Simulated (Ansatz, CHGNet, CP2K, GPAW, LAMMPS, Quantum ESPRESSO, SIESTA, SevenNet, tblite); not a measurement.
# Glassy 40SiO2-28Al2O3-16Li2O-16SrO (mol %) (85 atoms) in CP2K

How do the settings of CP2K change the result for glassy 40SiO2-28Al2O3-16Li2O-16SrO (mol %) (85 atoms)? A plane-wave run serves as the yardstick.

Program: CP2K 2026.2. Level of theory: the method is named at each step. Results are calculated unless marked as measured.

**1. The starting structure**

The cell holds 85 atoms: 10 Si, 14 Al, 8 Li, 4 Sr and 49 O. Cell: a = 10.152 Å, b = 10.152 Å, c = 10.152 Å, α = 90.0°, β = 90.0°, γ = 90.0°. 85 atoms (10 Si, 14 Al, 8 Li, 4 Sr, 49 O) placed at random at 2.93 g/cm³, melted at 4000 K for 10 ps at fixed volume with the Morse and Coulomb pair potential with partial charges (Pedone, Malavasi, Menziani, Cormack and Segre, J. Phys. Chem. B 110, 11780 (2006)). Quenched from 4000 K to 300 K at 6 K/ps and fixed volume, held 5 ps, then minimised at fixed cell.

The yardstick, on the same geometry:

- method: Kohn-Sham DFT, PBE, PAW, plane waves (Ansatz 0.2.0); cutoff 420 eV, Γ point, fermi-dirac smearing of 0.05 eV; PAW set soft_2
- r.m.s. force component: 0.7358 eV/Å
- longest force: 2.917 eV/Å
- pressure: 4.29 GPa
- gap (highest filled to lowest empty level): 3.667 eV
- SCF cycles: 9
- time: 5.9 s on 8 threads of Arm Neoverse V2, shared host
- CPU time: 41 s

**2. PBE, DZVP-MOLOPT-SR, 600/50 Ry, diagonalisation**

Method: Kohn-Sham DFT, PBE, GTH-PBE pseudopotentials, Gaussian and plane waves, DZVP-MOLOPT-SR-GTH, diagonalisation.

File input.inp:

```
&GLOBAL
  PROJECT cell
  RUN_TYPE ENERGY_FORCE
  PRINT_LEVEL LOW
&END GLOBAL
&FORCE_EVAL
  METHOD QS
  STRESS_TENSOR ANALYTICAL
  &DFT
    BASIS_SET_FILE_NAME BASIS_MOLOPT
    POTENTIAL_FILE_NAME GTH_POTENTIALS
    &MGRID
      CUTOFF 600
      REL_CUTOFF 50
      NGRIDS 5
    &END MGRID
    &QS
      EPS_DEFAULT 1.0E-12
    &END QS
    &SCF
      SCF_GUESS ATOMIC
      EPS_SCF 1.0E-06
      MAX_SCF 200
      ADDED_MOS 14
      &DIAGONALIZATION
        ALGORITHM STANDARD
      &END DIAGONALIZATION
      &SMEAR ON
        METHOD FERMI_DIRAC
        ELECTRONIC_TEMPERATURE [K] 580
      &END SMEAR
      &MIXING
        METHOD BROYDEN_MIXING
        ALPHA 0.3
        NBROYDEN 8
      &END MIXING
      &PRINT
        &RESTART OFF
        &END RESTART
      &END PRINT
    &END SCF
    &XC
      &XC_FUNCTIONAL PBE
      &END XC_FUNCTIONAL
    &END XC
    &PRINT
      &MULLIKEN ON
      &END MULLIKEN
      &LOWDIN ON
      &END LOWDIN
      &HIRSHFELD ON
      &END HIRSHFELD
      &MO ON
        EIGENVALUES T
        OCCUPATION_NUMBERS T
        MO_INDEX_RANGE 209 232
        &EACH
          QS_SCF 0
        &END EACH
        ADD_LAST NUMERIC
      &END MO
    &END PRINT
  &END DFT
  &SUBSYS
    &CELL
      A 10.15170 0.00000 0.00000
      B 0.00000 10.15170 0.00000
      C 0.00000 0.00000 10.15170
    &END CELL
    &COORD
      SCALED
      Si 0.75706 0.32435 0.74161
      Si 0.11876 0.28916 0.66301
      Si 0.19136 0.46030 0.15665
      Si 0.27031 0.12093 0.87191
      Si 0.90786 0.20996 0.25280
      Si 0.08655 0.73274 0.84905
      Si 0.99995 0.79697 0.28788
      Si 0.71011 0.59982 0.66480
      Si 0.49346 0.33996 0.91758
      Si 0.59145 0.67399 0.25477
      Al 0.94300 0.46752 0.94742
      Al 0.30347 0.40753 0.44956
      Al 0.68605 0.63338 0.97838
      Al 0.47117 0.16583 0.38202
      Al 0.64041 0.15722 0.11237
      Al 0.84674 0.51848 0.21573
      Al 0.56611 0.94345 0.58459
      Al 0.44056 0.66725 0.51177
      Al 0.22421 0.17356 0.17984
      Al 0.37242 0.63387 0.96895
      Al 0.93897 0.81962 0.60087
      Al 0.72958 0.96033 0.31735
      Al 0.86665 0.11696 0.55115
      Al 0.59505 0.89263 0.91202
      Li 0.24208 0.56061 0.71390
      Li 0.26281 0.67930 0.28474
      Li 0.89613 0.80438 0.05298
      Li 0.11009 0.95217 0.08834
      Li 0.45977 0.39843 0.19309
      Li 0.37026 0.82262 0.76915
      Li 0.54841 0.14173 0.71860
      Li 0.61596 0.45004 0.44040
      Sr 0.22546 0.98377 0.54641
      Sr 0.89596 0.05736 0.87895
      Sr 0.39661 0.91037 0.15643
      Sr 0.98815 0.52102 0.49470
      O 0.70217 0.93233 0.48266
      O 0.27653 0.58676 0.11304
      O 0.45654 0.66613 0.33741
      O 0.70550 0.57680 0.30763
      O 0.93459 0.98456 0.63026
      O 0.85332 0.12505 0.37805
      O 0.80449 0.52388 0.05057
      O 0.00124 0.79556 0.44300
      O 0.61376 0.32342 0.81225
      O 0.23634 0.08691 0.02623
      O 0.32071 0.55288 0.53808
      O 0.14902 0.19432 0.78988
      O 0.06254 0.43860 0.07108
      O 0.43401 0.82675 0.56309
      O 0.55875 0.29956 0.05956
      O 0.86870 0.33962 0.85266
      O 0.05881 0.17547 0.22377
      O 0.88511 0.36588 0.28246
      O 0.82103 0.69929 0.62471
      O 0.23646 0.68207 0.86669
[... 25 atom lines left out ...]
      O 0.58559 0.60582 0.57239
      O 0.58975 0.03352 0.00993
      O 0.23810 0.28644 0.55357
      O 0.30367 0.99861 0.78829
    &END COORD
    &KIND Si
      BASIS_SET DZVP-MOLOPT-SR-GTH-q4
      POTENTIAL GTH-PBE-q4
    &END KIND
    &KIND Al
      BASIS_SET DZVP-MOLOPT-SR-GTH-q3
      POTENTIAL GTH-PBE-q3
    &END KIND
    &KIND Li
      BASIS_SET DZVP-MOLOPT-SR-GTH-q3
      POTENTIAL GTH-PBE-q3
    &END KIND
    &KIND Sr
      BASIS_SET DZVP-MOLOPT-SR-GTH-q10
      POTENTIAL GTH-PBE-q10
    &END KIND
    &KIND O
      BASIS_SET DZVP-MOLOPT-SR-GTH-q6
      POTENTIAL GTH-PBE-q6
    &END KIND
  &END SUBSYS
  &PRINT
    &FORCES ON
    &END FORCES
    &STRESS_TENSOR ON
    &END STRESS_TENSOR
  &END PRINT
&END FORCE_EVAL
```

Launch:

```
$ OMP_NUM_THREADS=1 mpirun -np 4 cp2k.psmp -i input.inp > output.txt
```

Numbers of over 12 decimals in the logs are rounded to 6 here.

The program printed:

```text
CP2K| version string:                                       CP2K version 2026.2
 CP2K| Input file name                                                 input.inp
 GLOBAL| Basis set file name                                        BASIS_MOLOPT
 GLOBAL| Potential file name                                      GTH_POTENTIALS
 GLOBAL| Run type                                                   ENERGY_FORCE
 GLOBAL| Total number of message passing processes                             4
 GLOBAL| Number of threads for this process                                    1
 TOTAL NUMBERS AND MAXIMUM NUMBERS
  Total number of            - Atomic kinds:                                   5
                             - Atoms:                                         85
                             - Shell sets:                                    85
                             - Shells:                                       421
                             - Primitive Cartesian functions:                405
                             - Cartesian basis functions:                   1130
                             - Spherical basis functions:                   1053
  Maximum angular momentum of- Orbital basis functions:                        2
                             - Local part of the GTH pseudopotential:          6
                             - Non-local part of the GTH pseudopotential:      3
 SCF PARAMETERS         Density guess:                                    ATOMIC
                        max_scf:                                             200
                        eps_scf:                                        1.00E-06
                        added MOs                                        14    0
                        Mixing method:                            BROYDEN_MIXING
                                                charge density mixing in g-space
                        Smear method:                                FERMI_DIRAC
                        Electronic temperature [K]:                        580.0
                        Electronic temperature [a.u.]:                  1.84E-03
                        Accuracy threshold:                             1.00E-10
 Extrapolation method: initial_guess
 Number of electrons:                                                        440
 Number of occupied orbitals:                                                220
 Number of molecular orbitals:                                               234
 Number of orbital functions:                                               1053
 Number of independent orbital functions:                                   1053
 SCF WAVEFUNCTION OPTIMIZATION
  Step     Update method      Time    Convergence         Total energy    Change
     1 NoMix/Diag. 0.30E+00    2.9     1.93727521     -1043.1373813616 -1.04E+03
     2 Broy./Diag. 0.30E+00    3.7     0.27707351      -959.5324923863  8.36E+01
     3 Broy./Diag. 0.30E+00    3.7     0.10267758     -1028.1127908422 -6.86E+01
     4 Broy./Diag. 0.30E+00    3.8     0.02011602     -1042.3094924593 -1.42E+01
[...]
15 Broy./Diag. 0.30E+00    3.8     0.00000163     -1041.6279042665 -3.08E-05
    16 Broy./Diag. 0.30E+00    3.8     0.00000057     -1041.6278920898  1.22E-05
  *** SCF run converged in    16 steps ***
  Electronic density on regular grids:       -440.0000000000        0.0000000000
  Core density on regular grids:              439.9999999996       -0.0000000004
  Total charge density on r-space grids:       -0.0000000004
  Total charge density g-space grids:          -0.0000000004
  Overlap energy of the core charge distribution:               6.39967e-07
  Self energy of the core charge distribution:              -2502.206669
  Core Hamiltonian energy:                                    686.230331
  Hartree energy:                                            1007.649336
  Exchange-correlation energy:                               -233.300892
  Electronic entropic energy:                                  -0.000000
  Fermi energy:                                                 0.202240
  Total energy:                                             -1041.627892
  Total energy (extrapolated to T->0):                      -1041.627892
 MO| EIGENVALUES AND OCCUPATION NUMBERS
 MO|
 MO|  Index      Eigenvalue [a.u.]        Eigenvalue [eV]             Occupation
 MO|    209               0.097741               2.659657               2.000000
 MO|    210               0.101638               2.765723               2.000000
 MO|    211               0.102801               2.797346               2.000000
[...]
MO|    231               0.343531               9.347956               0.000000
 MO|    232               0.345514               9.401924               0.000000
 MO| Sum:                                                             440.000000
 MO| E(Fermi):            0.202240 a.u.          5.503227 eV
 MO| Band gap:            0.131679 a.u.          3.583180 eV
 !-----------------------------------------------------------------------------!
                     Mulliken Population Analysis
 #  Atom  Element  Kind  Atomic population                           Net charge
       1     Si       1          3.307030                              0.692970
       2     Si       1          3.422605                              0.577395
       3     Si       1          3.310474                              0.689526
[...]
# Total charge                            440.000000                 -0.000000
 !-----------------------------------------------------------------------------!
 !-----------------------------------------------------------------------------!
                           Hirshfeld Charges
  #Atom  Element  Kind  Ref Charge     Population                    Net charge
      1       Si     1       4.000          3.030                         0.970
      2       Si     1       4.000          2.997                         1.003
      3       Si     1       4.000          3.119                         0.881
[...]
84       O      5       6.000          6.309                        -0.309
     85       O      5       6.000          6.123                        -0.123
  Total Charge                                                           -0.000
 !-----------------------------------------------------------------------------!
 LOWDIN POPULATION ANALYSIS
 #  Atom  Element  Kind  Atomic population                           Net charge
[...]
84     O        5          6.521756                             -0.521756
      85     O        5          6.663758                             -0.663758
 # Total charge                            440.000000                 -0.000000
 ENERGY| Total FORCE_EVAL ( QS ) energy [hartree]          -1041.627904
 FORCES| Atomic forces [hartree/bohr]
 FORCES|   Atom     x               y               z               |f|
 FORCES|      1  6.06293309E-03  2.26053834E-02  1.80103549E-02   2.95319387E-02
 FORCES|      2  1.47301540E-02  3.18677242E-04 -1.45286806E-02   2.06920650E-02
 FORCES|      3 -4.95997382E-04 -1.46080932E-02  4.23406513E-03   1.52174146E-02
[...]
FORCES|     84  1.63619301E-02 -1.90269531E-02 -6.79232751E-03   2.59975655E-02
 FORCES|     85  1.17419716E-02 -4.17501904E-02 -3.24937245E-02   5.41921989E-02
 FORCES| Sum    -6.02111140E-03  3.83422867E-03  7.53781605E-03
 FORCES| Total atomic force                                       1.03814143E-02
 STRESS| Analytical stress tensor [bar]
 STRESS|                        x                   y                   z
 STRESS|      x        3.64494329150E+04  -6.55499418199E+03  -2.56714569378E+02
 STRESS|      y       -6.55499418199E+03   4.81199950316E+04   9.81294234286E+03
 STRESS|      z       -2.56714569378E+02   9.81294234286E+03   4.53388745313E+04
 STRESS| 1/3 Trace                                             4.33027674927E+04
```

Wall time 72 s (4 MPI ranks of Arm Neoverse V2, shared host); peak memory 3.9 GiB.

Banners, paths, timers and routine set-up lines are dropped from the logs unmarked, and long logs keep their key lines alone; longer cuts are marked.

Against the reference:

```
r.m.s. force component                           : 0.746 eV/Å
r.m.s. difference of force components            : 71.98 meV/Å
longest difference of force vectors              : 268.7 meV/Å
force difference over r.m.s. force               : 9.783 %
slope of forces against the reference's          : 1.009
correlation of force components                  : 0.9954
gap (highest filled to lowest empty level) : 3.583 eV
gap difference                                   : -0.0834 eV
pressure                                         : 4.33 GPa
pressure difference                              : 0.0398 GPa
```

Length of the force difference by element (eV/Å):

```
element  atoms   mean   most
     Al     14   0.11   0.22
     Li      8  0.068  0.095
      O     49   0.11   0.19
     Si     10   0.17   0.27
     Sr      4  0.068   0.15
```

Levels nearest the highest filled one (eV from it): -0.85, -0.75, -0.72, -0.66, -0.61, -0.49, -0.40, -0.37, -0.35, -0.30, -0.07, 0.00, 3.58, 4.72, 5.13, 5.18, 5.31, 5.36, 5.52, 5.59, 5.66, 5.73, 5.83, 5.89.

The surroundings of Sr34, one of the 4 Sr atoms, nearest first, numbered as they follow in the input and with coordinates relative to it.

```
atom      x      y      z  distance (Å)  bonds  Mulliken charge (e)     Fx     Fy  Fz (eV/Å)
Sr34   0.00   0.00   0.00          0.00      7                 1.24   0.11  -0.09      -0.56
 O66   1.51  -2.03   0.61          2.60      4                -0.81  -0.48   1.86       1.13
 O41   0.39  -0.74  -2.52          2.66      4                -0.73   0.45   0.29       1.08
 O52  -0.28   2.87  -0.27          2.89      3                -0.63   0.60  -0.75       0.70
 O70  -0.84   1.15   2.52          2.90      3                -0.65   0.36  -0.38      -0.94
 O79  -1.40   1.32  -2.17          2.90      4                -0.63  -0.75  -1.12       0.15
 O48   2.57   1.39  -0.90          3.06      3                -0.57  -0.87  -0.86       1.03
Li27   0.00  -2.57   1.77          3.12      3                 0.65  -0.41  -0.56      -0.25
Li28   2.17  -1.07   2.13          3.22      3                 0.65  -0.26  -0.59      -0.21
```

Forces lie 9.8 % from the reference's, at 6.9 times its CPU time (on 4 against 8 cores).

The forces add up to 0.53 eV/Å instead of zero, usually a sign of too coarse a grid.

**3. PBE, DZVP-MOLOPT-SR, 600/50 Ry, TRS4 filter 1e-07, SCF 1e-07**

Method: Kohn-Sham DFT, PBE, GTH-PBE pseudopotentials, Gaussian and plane waves, DZVP-MOLOPT-SR-GTH, linear-scaling purification of the density matrix.

File input.inp:

```
&GLOBAL
  PROJECT cell
  RUN_TYPE ENERGY_FORCE
  PRINT_LEVEL LOW
&END GLOBAL
&FORCE_EVAL
  METHOD QS
  STRESS_TENSOR ANALYTICAL
  &DFT
    BASIS_SET_FILE_NAME BASIS_MOLOPT
    POTENTIAL_FILE_NAME GTH_POTENTIALS
    &MGRID
      CUTOFF 600
      REL_CUTOFF 50
      NGRIDS 5
    &END MGRID
    &QS
      EPS_DEFAULT 1.0E-10
      LS_SCF T
    &END QS
    &LS_SCF
      PURIFICATION_METHOD TRS4
      EPS_FILTER 1.0E-07
      EPS_SCF 1.0E-07
      MAX_SCF 60
      S_PRECONDITIONER ATOMIC
      MIXING_FRACTION 0.45
      REPORT_ALL_SPARSITIES F
    &END LS_SCF
    &XC
      &XC_FUNCTIONAL PBE
      &END XC_FUNCTIONAL
    &END XC
    &PRINT
      &MULLIKEN ON
      &END MULLIKEN
    &END PRINT
  &END DFT
  &SUBSYS
    &CELL
      A 10.15170 0.00000 0.00000
      B 0.00000 10.15170 0.00000
      C 0.00000 0.00000 10.15170
    &END CELL
    &COORD
      Si 7.68545 3.29270 7.52860
      Si 1.20562 2.93547 6.73068
      Si 1.94263 4.67283 1.59026
      Si 2.74411 1.22765 8.85137
      Si 9.21632 2.13145 2.56635
      Si 0.87863 7.43856 8.61930
      Si 10.15119 8.09060 2.92247
      Si 7.20882 6.08919 6.74885
      Si 5.00946 3.45117 9.31500
      Si 6.00422 6.84214 2.58635
      Al 9.57305 4.74612 9.61792
      Al 3.08074 4.13712 4.56380
      Al 6.96457 6.42988 9.93222
      Al 4.78318 1.68346 3.87815
      Al 6.50125 1.59605 1.14075
      Al 8.59585 5.26345 2.19003
      Al 5.74698 9.57762 5.93458
      Al 4.47243 6.77372 5.19534
      Al 2.27611 1.76193 1.82568
      Al 3.78070 6.43486 9.83649
[... 61 atom lines left out ...]
      O 5.94473 6.15010 5.81073
      O 5.98697 0.34028 0.10081
      O 2.41712 2.90785 5.61968
      O 3.08277 10.13759 8.00248
    &END COORD
    &KIND Si
      BASIS_SET DZVP-MOLOPT-SR-GTH-q4
      POTENTIAL GTH-PBE-q4
    &END KIND
    &KIND Al
      BASIS_SET DZVP-MOLOPT-SR-GTH-q3
      POTENTIAL GTH-PBE-q3
    &END KIND
    &KIND Li
      BASIS_SET DZVP-MOLOPT-SR-GTH-q3
      POTENTIAL GTH-PBE-q3
    &END KIND
    &KIND Sr
      BASIS_SET DZVP-MOLOPT-SR-GTH-q10
      POTENTIAL GTH-PBE-q10
    &END KIND
    &KIND O
      BASIS_SET DZVP-MOLOPT-SR-GTH-q6
      POTENTIAL GTH-PBE-q6
    &END KIND
  &END SUBSYS
  &PRINT
    &FORCES ON
    &END FORCES
    &STRESS_TENSOR ON
    &END STRESS_TENSOR
  &END PRINT
&END FORCE_EVAL
```

The program printed:

```text
CP2K| version string:                                       CP2K version 2026.2
 CP2K| Input file name                                                 input.inp
 GLOBAL| Basis set file name                                        BASIS_MOLOPT
 GLOBAL| Potential file name                                      GTH_POTENTIALS
 GLOBAL| Run type                                                   ENERGY_FORCE
 GLOBAL| Total number of message passing processes                             4
 GLOBAL| Number of threads for this process                                    1
[... lines left out ...]
 Re-scaling the density matrix to get the right number of electrons
[... lines left out ...]
 SCF run converged in     9 steps.
[... lines left out ...]
      85     O        5          6.659630                             -0.659630
 # Total charge                            440.000072                 -0.000072
 !-----------------------------------------------------------------------------!
 ENERGY| Total FORCE_EVAL ( QS ) energy [hartree]          -1041.627874
 FORCES| Atomic forces [hartree/bohr]
 FORCES|   Atom     x               y               z               |f|
 FORCES|      1  6.01379854E-03  2.26473066E-02  1.79302812E-02   2.95052750E-02
 FORCES|      2  1.48729126E-02 -5.12998449E-04 -1.46969479E-02   2.09157112E-02
 FORCES|      3 -4.33622354E-04 -1.47100895E-02  4.27423577E-03   1.53246159E-02
[...]
FORCES|     84  1.62918091E-02 -1.87985360E-02 -6.71211871E-03   2.57654912E-02
 FORCES|     85  1.19238737E-02 -4.22356007E-02 -3.28037055E-02   5.47914940E-02
 FORCES| Sum    -6.02192656E-03  3.83674485E-03  7.53743883E-03
 FORCES| Total atomic force                                       1.03825428E-02
 STRESS| Analytical stress tensor [bar]
 STRESS|                        x                   y                   z
 STRESS|      x        3.63571658424E+04  -6.50652837521E+03  -2.69293590648E+02
 STRESS|      y       -6.50652837521E+03   4.81609588932E+04   9.90719309087E+03
 STRESS|      z       -2.69293590648E+02   9.90719309087E+03   4.51757312012E+04
 STRESS| 1/3 Trace                                             4.32312853122E+04
```

Elapsed: 44 s, on 4 MPI ranks; peak memory 2.6 GiB; 2.9 min of CPU time.

Numbers from this run, and their distance from the reference:

* r.m.s. force component: 0.7473 eV/Å
* r.m.s. difference of force components: 69.97 meV/Å
* longest difference of force vectors: 264.6 meV/Å
* force difference over r.m.s. force: 9.509 %
* slope of forces against the reference's: 1.011
* correlation of force components: 0.9957
* pressure: 4.323 GPa
* pressure difference: 0.0326 GPa
* energy less the same-level run's: 0.0093 meV/atom
* r.m.s. force difference from the same-level run: 7.005 meV/Å

Against the first run (9.8 %), the force difference from the reference is 9.5 %, at 0.61 times the CPU time (9 SCF steps against 16): another solver or mixer reaches the same state.

The forces add up to 0.53 eV/Å instead of zero, usually a sign of too coarse a grid.

[end of part 1 of 3]

[Also dropped from logs without a mark: logging warnings of Python, and SIESTA's first energy breakdown and zero terms.]

[Logs are printed without paths, hosts, clocks, repeated set-up lines and the standing remarks that a program may print on its own settings, such as how far it seeks lower states.]

[Hosts, paths, dates, database ids (printed as entryN), source tags and the programs' standing remarks are cut or masked in the printed files.]
